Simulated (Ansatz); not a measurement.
Planning a run of Ansatz 0.2.0 on CdS (Hawleyite). The input:

```yaml
crystal:
  lattice:
    - [0.0, 2.9165, 2.9165]
    - [2.9165, 0.0, 2.9165]
    - [2.9165, 2.9165, 0.0]
  atoms:
    - { symbol: Cd, position: [0.0, 0.0, 0.0] }
    - { symbol: S, position: [0.25, 0.25, 0.25] }
kpoints:
  mp_grid: { grid: [8, 8, 8] }
hamiltonian:
  xc: pbe
  pseudopotentials: { kind: paw, azcp: { folder: soft_1 } }
scf:
  occupations: { method: fixed }
  n_extra_bands: 34
output:
  optics: { e_range: [0, 25], de: 0.1, sigma: 0.2 }
```

```sh
ansatz run input.yaml --threads 3 --pin off --max-ram 92160MiB --backend cuda --events-out ev --progress --plain --runs-dir out --devices 1 --max-vram 13GiB
```

Question: How long will it take on 1 × NVIDIA H100 80GB HBM3 (shared by 6 runs) with 3 threads of AMD EPYC 7R13 (Zen 3), shared host, and how much memory?

It took 15 s; on shared hardware allow 7.7 s to 31 s. Peak host memory was 1.2 GiB.

[Paths, hosts, dates, memory and timing lines, banners, echoed tables and standing remarks are left out of the program output.]

[Logs are printed without paths, hosts, clocks, repeated set-up lines and the standing remarks that a program may print on its own settings, such as how far it seeks lower states.]

[Runs of the session that timed out or met a known fault of the program may be left out.]

[Cells called generated may have been cut or substituted from an entry of the Crystallography Open Database or the Materials Project.]

[Hosts, paths, dates, database ids (printed as entryN), source tags and the programs' standing remarks are cut or masked in the printed files.]
